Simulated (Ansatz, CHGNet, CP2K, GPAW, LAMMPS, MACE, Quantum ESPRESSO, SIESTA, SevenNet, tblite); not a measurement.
## Finding the fault: Quantum ESPRESSO, glassy 77Na2O-23TiO2 (mol %) (66 atoms)

Program: Quantum ESPRESSO 7.5, a calculation on a cell of 34 Na, 5 Ti and 27 O, 11.9 Å³ an atom.

File pw.in:

```
&control
  calculation = 'scf'
  pseudo_dir = './pseudo'
  outdir = './tmp'
  disk_io = 'none'
  tprnfor = .true.
  tstress = .true.
/
&system
  ibrav = 0
  nat = 67
  ntyp = 3
  ecutwfc = 60
  ecutrho = 480
  nosym = .true.
  occupations = 'smearing'
  smearing = 'fd'
  degauss = 0.003675
/
&electrons
  conv_thr = 3.3e-07
  electron_maxstep = 50
  mixing_beta = 0.4
  mixing_mode = 'plain'
  diagonalization = 'david'
/
ATOMIC_SPECIES
Na 22.990 Na.upf
Ti 47.867 Ti.upf
O 15.999 O.upf
CELL_PARAMETERS angstrom
9.22896 0.00000 0.00000
0.00000 9.22896 0.00000
0.00000 0.00000 9.22896
ATOMIC_POSITIONS crystal
Na 0.24669 0.22367 0.33706
Na 0.09726 0.98756 0.46990
Na 0.36640 0.45650 0.25361
Na 0.97124 0.29435 0.30472
Na 0.13853 0.57675 0.34288
Na 0.55484 0.48706 0.39866
Na 0.58903 0.96370 0.94357
Na 0.25248 0.21503 0.93558
Na 0.71523 0.63127 0.96290
Na 0.96858 0.76999 0.50050
[... 52 atom lines left out ...]
O 0.04770 0.25482 0.79479
O 0.02617 0.40058 0.55008
O 0.82782 0.68420 0.69268
O 0.54304 0.49638 0.09959
K_POINTS gamma
```

Command:

```
> OMP_NUM_THREADS=1 mpirun -np 2 pw.x -in pw.in > output.txt
```

Output:

```text
Program PWSCF
 %%%%%%%%%%%%%%%%%%%%%%%%%%%%%%%%%%%%%%%%%%%%%%%%%%%%%%%%%%%%%%%%%%%%%%%%%%%%%%
     Error in routine read_cards (67):
     wrong number of columns in ATOMIC_POSITIONS
 %%%%%%%%%%%%%%%%%%%%%%%%%%%%%%%%%%%%%%%%%%%%%%%%%%%%%%%%%%%%%%%%%%%%%%%%%%%%%%
```

The job ended after 0.49 s (2 MPI ranks of Arm Neoverse V1, shared host; peak memory 0.2 GiB).

Banners, paths, timers and routine set-up lines are dropped from the logs unmarked, and long logs keep their key lines alone; longer cuts are marked.

**Question.** Which part of the input is at fault, and how is it mended?

A wrong count of atoms: nat = 66 written as nat = 67. Mend: write nat = 66 in place of nat = 67.

The program stopped at the start.

[Also dropped from logs without a mark: logging warnings of Python, and SIESTA's first energy breakdown and zero terms.]

[Logs are printed without paths, hosts, clocks, repeated set-up lines and the standing remarks that a program may print on its own settings, such as how far it seeks lower states.]

[Hosts, paths, dates, database ids (printed as entryN), source tags and the programs' standing remarks are cut or masked in the printed files.]
